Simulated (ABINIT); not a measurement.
# BaLiF3 (Pm-3m): G0W0 in ABINIT against the wavefunction cutoff in GW

Aim: move the wavefunction cutoff in GW of a G0W0 run on BaLiF3 (Pm-3m) over a wide range.

Method: LDA and many-body steps on it, plane waves, in ABINIT 10.8.3.

This is a report of a sequence of runs, with most program output left out.

### Step 1. The starting structure

It takes space group Pm-3m (No. 221, cubic). Conventional cell: a = 3.989 Å, b = 3.989 Å, c = 3.989 Å, α = 90.00°, β = 90.00°, γ = 90.00°. Nearest to Ba lie 12 F at 2.82 Å. Nearest to Li lie 6 F at 1.99 Å. Nearest to F lie 2 Li at 1.99 Å and 4 Ba at 2.82 Å. Farther neighbours and most contacts between anions are not listed.

The cell and positions are those that the Materials Project relaxed with its own functionals (PBE, PBE+U or r2SCAN), kept fixed. Spin-orbit coupling is left out unless a step names it.

### Step 2. Screening, 2×2×2 mesh, 43 bands, screening to 106.1 eV

This step: ABINIT 10.8.3; RPA screening on LDA, plane waves, norm-conserving pseudopotentials.

The RPA dielectric matrix is built and inverted for each q.

The input, run.abi:

```
acell 3*1.0 Angstrom
rprim 
  3.988581640000 0.000000000000 0.000000000000
  0.000000000000 3.988581640000 0.000000000000
  0.000000000000 0.000000000000 3.988581640000
ntypat 3
znucl 56 3 9
natom 5
typat 1 2 3 3 3
xred 
  0.000000000000 0.000000000000 0.000000000000
  0.500000000000 0.500000000000 0.500000000000
  0.000000000000 0.500000000000 0.500000000000
  0.500000000000 0.500000000000 0.000000000000
  0.500000000000 0.000000000000 0.500000000000
pp_dirpath "pseudos"
pseudos "Ba.upf, Li.upf, F.upf"
ecut 36
ngkpt 2 2 2
nshiftk 1
shiftk 0 0 0
kptopt 1
chksymbreak 0
istwfk *1
occopt 1
irdwfk 1
optdriver 3
nband 43
ecuteps 3.9
inclvkb 2
awtr 1
symchi 1
ecutwfn 10.8
indata_prefix "in"
outdata_prefix "out"
tmpdata_prefix "tmp"
```

The run is started by

```bash
$ OMP_NUM_THREADS=1 mpirun -n 4 abinit run.abi > log
```

Run time: 3.1 s. Hardware: 4 MPI ranks of Arm Neoverse V1, shared host; peak memory 0.28 GiB.

Numbers from this step:

- ε∞ with local fields, on this mesh, along the program's q direction: 2.765
- the same without local fields: 2.967
- plasma frequency: 26.98 eV
- plane waves in the screening matrix: 171

Local fields lower ε∞ by 7 %. On a Γ-centred mesh this coarse the value itself is usually too large, while a short band sum pulls it down.

### Step 3. 10.8 Ha

This step: G0W0 on LDA, plane waves, norm-conserving pseudopotentials.

run.abi: that of step 2 with these lines changed.

```diff
@@ -26,8 +26,15 @@
 irdwfk 1
-optdriver 3
+optdriver 4
 nband 43
+gwcalctyp 0
+ecutsigx 10.8
+symsigma 1
+nkptgw 1
+kptgw 
+  0.0000000000 0.0000000000 0.0000000000
+bdgw 
+  15 19
 ecuteps 3.9
-inclvkb 2
-awtr 1
-symchi 1
+irdscr 1
+ppmodel 1
 ecutwfn 10.8
```

Elapsed: 2.9 s, on 4 MPI ranks; peak memory 0.08 GiB.

This step gave:

```
G0W0 gap on the points computed              : 9.779 eV
starting gap on the mesh                     : 6.550 eV
k of the valence top                         : 0, 0, 0
k of the conduction bottom                   : 0, 0, 0
Z at the valence top                         : 0.817
Z at the conduction bottom                   : 0.88
least direct G0W0 gap on the computed points : 9.779 eV
```

### Step 4. Screening, 2×2×2 mesh, 43 bands, screening to 106.1 eV

This step: RPA screening on LDA, plane waves, norm-conserving pseudopotentials.

run.abi: that of step 3 with these lines changed.

```diff
@@ -26,16 +26,9 @@
 irdwfk 1
-optdriver 4
+optdriver 3
 nband 43
-gwcalctyp 0
-ecutsigx 10.8
-symsigma 1
-nkptgw 1
-kptgw 
-  0.0000000000 0.0000000000 0.0000000000
-bdgw 
-  15 19
 ecuteps 3.9
-irdscr 1
-ppmodel 1
-ecutwfn 10.8
+inclvkb 2
+awtr 1
+symchi 1
+ecutwfn 18
 indata_prefix "in"
```

Wall time 3.7 s (4 MPI ranks); peak memory 0.37 GiB; 15 s of CPU time.

Numbers from this step:

| Item | Value |
| --- | --- |
| ε∞ with local fields, on this mesh, along the program's q direction | 2.667 |
| the same without local fields | 2.868 |
| plasma frequency | 27.16 eV |
| plane waves in the screening matrix | 171 |

### Step 5. 18 Ha

The self-energy is evaluated for the states that the input lists, and the levels follow from it, in one-shot runs by the linearised quasiparticle equation.

This step: G0W0 on LDA, plane waves, norm-conserving pseudopotentials.

run.abi: that of step 4 with these lines changed.

```diff
@@ -26,8 +26,15 @@
 irdwfk 1
-optdriver 3
+optdriver 4
 nband 43
+gwcalctyp 0
+ecutsigx 18
+symsigma 1
+nkptgw 1
+kptgw 
+  0.0000000000 0.0000000000 0.0000000000
+bdgw 
+  15 19
 ecuteps 3.9
-inclvkb 2
-awtr 1
-symchi 1
+irdscr 1
+ppmodel 1
 ecutwfn 18
```

The job ended after 3 s (4 MPI ranks; peak memory 0.28 GiB; 12 s of CPU time).

Numbers from this step:

```yaml
g0w0_gap_on_the_points_computed: 10.06 eV
starting_gap_on_the_mesh: 6.550 eV
k_of_the_valence_top: 0, 0, 0
k_of_the_conduction_bottom: 0, 0, 0
z_at_the_valence_top: 0.803
z_at_the_conduction_bottom: 0.881
least_direct_g0w0_gap_on_the_computed_points: 10.06 eV
```

The gap on the mesh goes from 6.55 eV to 10.06 eV, a correction of +3.51 eV.

### Step 6. Screening, 2×2×2 mesh, 43 bands, screening to 106.1 eV

This step: RPA screening on LDA, plane waves, norm-conserving pseudopotentials.

run.abi: that of step 5 with these lines changed.

```diff
@@ -26,16 +26,9 @@
 irdwfk 1
-optdriver 4
+optdriver 3
 nband 43
-gwcalctyp 0
-ecutsigx 18
-symsigma 1
-nkptgw 1
-kptgw 
-  0.0000000000 0.0000000000 0.0000000000
-bdgw 
-  15 19
 ecuteps 3.9
-irdscr 1
-ppmodel 1
-ecutwfn 18
+inclvkb 2
+awtr 1
+symchi 1
+ecutwfn 27
 indata_prefix "in"
```

The job ended after 4 s (4 MPI ranks; peak memory 0.41 GiB; 16 s of CPU time).

This step gave:

```yaml
eps_infinity_with_local_fields_on_this_mesh_along_the_program_s_q_direction: 2.642
the_same_without_local_fields: 2.841
plasma_frequency: 27.18 eV
plane_waves_in_the_screening_matrix: 171
```

### Step 7. 27 Ha

This step: G0W0 on LDA, plane waves, norm-conserving pseudopotentials.

run.abi: that of step 6 with these lines changed.

```diff
@@ -26,8 +26,15 @@
 irdwfk 1
-optdriver 3
+optdriver 4
 nband 43
+gwcalctyp 0
+ecutsigx 27
+symsigma 1
+nkptgw 1
+kptgw 
+  0.0000000000 0.0000000000 0.0000000000
+bdgw 
+  15 19
 ecuteps 3.9
-inclvkb 2
-awtr 1
-symchi 1
+irdscr 1
+ppmodel 1
 ecutwfn 27
```

Elapsed: 3.1 s, on 4 MPI ranks; peak memory 0.4 GiB.

This step gave:

* G0W0 gap on the points computed: 10.18 eV
* starting gap on the mesh: 6.550 eV
* k of the valence top: 0, 0, 0
* k of the conduction bottom: 0, 0, 0
* least direct G0W0 gap on the computed points: 10.18 eV

Against the run before, the gap moves by +0.119 eV.

### Step 8. Screening, 2×2×2 mesh, 43 bands, screening to 106.1 eV

This step: RPA screening on LDA, plane waves, norm-conserving pseudopotentials.

run.abi: that of step 7 with these lines changed.

```diff
@@ -26,16 +26,8 @@
 irdwfk 1
-optdriver 4
+optdriver 3
 nband 43
-gwcalctyp 0
-ecutsigx 27
-symsigma 1
-nkptgw 1
-kptgw 
-  0.0000000000 0.0000000000 0.0000000000
-bdgw 
-  15 19
 ecuteps 3.9
-irdscr 1
-ppmodel 1
-ecutwfn 27
+inclvkb 2
+awtr 1
+symchi 1
 indata_prefix "in"
```

Run time: 5.1 s. Hardware: 4 MPI ranks; peak memory 0.47 GiB.

Numbers from this step:

```yaml
eps_infinity_with_local_fields_on_this_mesh_along_the_program_s_q_direction: 2.640
the_same_without_local_fields: 2.839
plasma_frequency: 27.18 eV
plane_waves_in_the_screening_matrix: 171
```

### Step 9. 36 Ha

This step: G0W0 on LDA, plane waves, norm-conserving pseudopotentials.

run.abi: that of step 8 with these lines changed.

```diff
@@ -26,8 +26,15 @@
 irdwfk 1
-optdriver 3
+optdriver 4
 nband 43
+gwcalctyp 0
+ecutsigx 36
+symsigma 1
+nkptgw 1
+kptgw 
+  0.0000000000 0.0000000000 0.0000000000
+bdgw 
+  15 19
 ecuteps 3.9
-inclvkb 2
-awtr 1
-symchi 1
+irdscr 1
+ppmodel 1
 indata_prefix "in"
```

The job ended after 3.6 s (4 MPI ranks; peak memory 0.6 GiB).

This step gave:

```
G0W0 gap on the points computed              : 10.21 eV
starting gap on the mesh                     : 6.550 eV
k of the valence top                         : 0, 0, 0
k of the conduction bottom                   : 0, 0, 0
least direct G0W0 gap on the computed points : 10.21 eV
```

Against the run before, the gap moves by +0.027 eV.

### Step 10. The runs together

Times are wall times on 4 MPI ranks of Arm Neoverse V1, shared host, good to a factor of about two. A run's time includes the screening step that it read.

| run | mesh | bands | screening cutoff (eV) | DFT gap (eV) | gap on the mesh (eV) | direct (eV) | ε∞ used | time |
| --- | --- | --- | --- | --- | --- | --- | --- | --- |
| 10.8 Ha | 2×2×2 | 43 | 106.1 | 6.550 | 9.779 | 9.779 | 2.76 | 6 s |
| 18 Ha | 2×2×2 | 43 | 106.1 | 6.550 | 10.065 | 10.065 | 2.67 | 6.8 s |
| 27 Ha | 2×2×2 | 43 | 106.1 | 6.550 | 10.184 | 10.184 | 2.64 | 7.2 s |
| 36 Ha | 2×2×2 | 43 | 106.1 | 6.550 | 10.211 | 10.211 | 2.64 | 8.7 s |

### Step 11. Summary of results

| Item | Value |
| --- | --- |
| 10.8 Ha | 9.779 eV |
| 18 Ha | 10.065 eV |
| 27 Ha | 10.184 eV |
| 36 Ha | 10.211 eV |
| known limits | not at the basis limit; no spin-orbit coupling; coarse k mesh |

The setting moved: wavefunction cutoff in GW. From 10.8 Ha to 36 Ha the gap moves by +0.43 eV. The last step still moves it by +0.027 eV. Bands and screening cutoff are coupled, so a series along one setting does not show full convergence. The exchange cutoff follows the wavefunction cutoff here. Bands and cutoff are finite, so the gap is not at the basis limit. The miss can reach some tenths of an eV and take either sign; the mesh is an error of its own. In the first G0W0 run levels were corrected at 1 k point alone, so a gap called «on the mesh» is the least over those, and an edge elsewhere would be missed. The 2×2×2 mesh is coarse for this cell, which bears on the long-range parts of exchange and screening. This is the ideal cubic cell; many perovskites, halides above all, are cubic only on average, and local tilts or off-centring can widen the gap. The many-body steps are scalar-relativistic: spin-orbit coupling is not in them.

[Paths, hosts, dates, memory and timing lines, banners, echoed tables and standing remarks are left out of the program output.]

[Logs are printed without paths, hosts, clocks, repeated set-up lines and the standing remarks that a program may print on its own settings, such as how far it seeks lower states.]

[Runs of the session that timed out or met a known fault of the program may be left out.]

[No measured gap is set beside runs whose start may be inverted or whose files or cutoffs have a known fault.]

[Hosts, paths, dates, database ids (printed as entryN), source tags and the programs' standing remarks are cut or masked in the printed files.]

[G0W0 gaps are taken among the corrected bands and points alone; a level outside them can change the order at an edge.]

[Where Ansatz stands beside ABINIT at settings called matched, ABINIT's density can come from a denser mesh and the files from another edition; pairs whose starting gaps differed by over 0.03 eV were left out, so agreement reads better than it is.]
